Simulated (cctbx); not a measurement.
## TmZn2Sn2 across an absorption edge

Space group I4/mmm (no. 139), a = 4.3750 Å, b = 4.3750 Å, c = 11.1110 Å, α = 90.00°, β = 90.00°, γ = 90.00°.

| atom | mult. | x | y | z | Ueq (Å²) |
| --- | --- | --- | --- | --- | --- |
| Tm1 | 2 | 0 | 0 | 0 | 0.0043 |
| Sn1 | 4 | 0 | 0 | 0.3756 | 0.0041 |
| Zn1 | 4 | 1/2 | 0 | 1/4 | 0.0053 |

This is a model crystal, built by substitution and not relaxed, with assumed displacement parameters.

Calculated with cctbx: free-atom f′ and f″ from the Sasaki tables, no fine structure; amplitudes in electrons.

```csv
E (eV),F 0 2 4,F 0 2 2,F 1 1 2,F 2 2 0
8048,25.3,11.9,193.4,281.2
8398,20.8,9.3,188.8,276.7
8528,17.7,7.1,185.3,273.2
8588,15.2,5.7,182.3,270.4
8618,13.0,5.2,179.3,267.4
8633,11.2,6.1,176.4,264.6
8640,10.0,7.7,173.8,262.1
8644,9.4,9.9,171.1,259.5
8652,4.0,20.9,171.2,260.0
8656,5.0,19.5,174.5,263.2
8663,7.0,18.7,177.3,266.0
8678,9.7,18.3,180.4,268.9
8708,12.3,18.3,183.2,271.7
8798,15.5,18.8,186.6,274.9
9048,17.5,20.3,188.6,276.8
```

**Question.** Which edge is crossed, and why do the reflections move as they do?

The L3 edge of Tm. The edge is at 8648 eV. f′ of Tm falls from -12.0 e at 8528 eV to -19.0 e at 4 eV below it, and f″ steps from 3.73 to 10.55 e across it. Over that approach |F| changes by -47 % (0 2 4), +39 % (0 2 2), -8 % (1 1 2) and -5 % (2 2 0): a reflection falls where Tm scatters in phase with the total and rises where it scatters against it; it hardly moves where the Tm term is small or cancels by symmetry. Above the edge the larger f″ enters the imaginary part, where it can add to or cancel the other atoms' f″. The structure is centrosymmetric, so Friedel mates stay equal.

[Logs are printed without paths, hosts, clocks, repeated set-up lines and the standing remarks that a program may print on its own settings, such as how far it seeks lower states.]
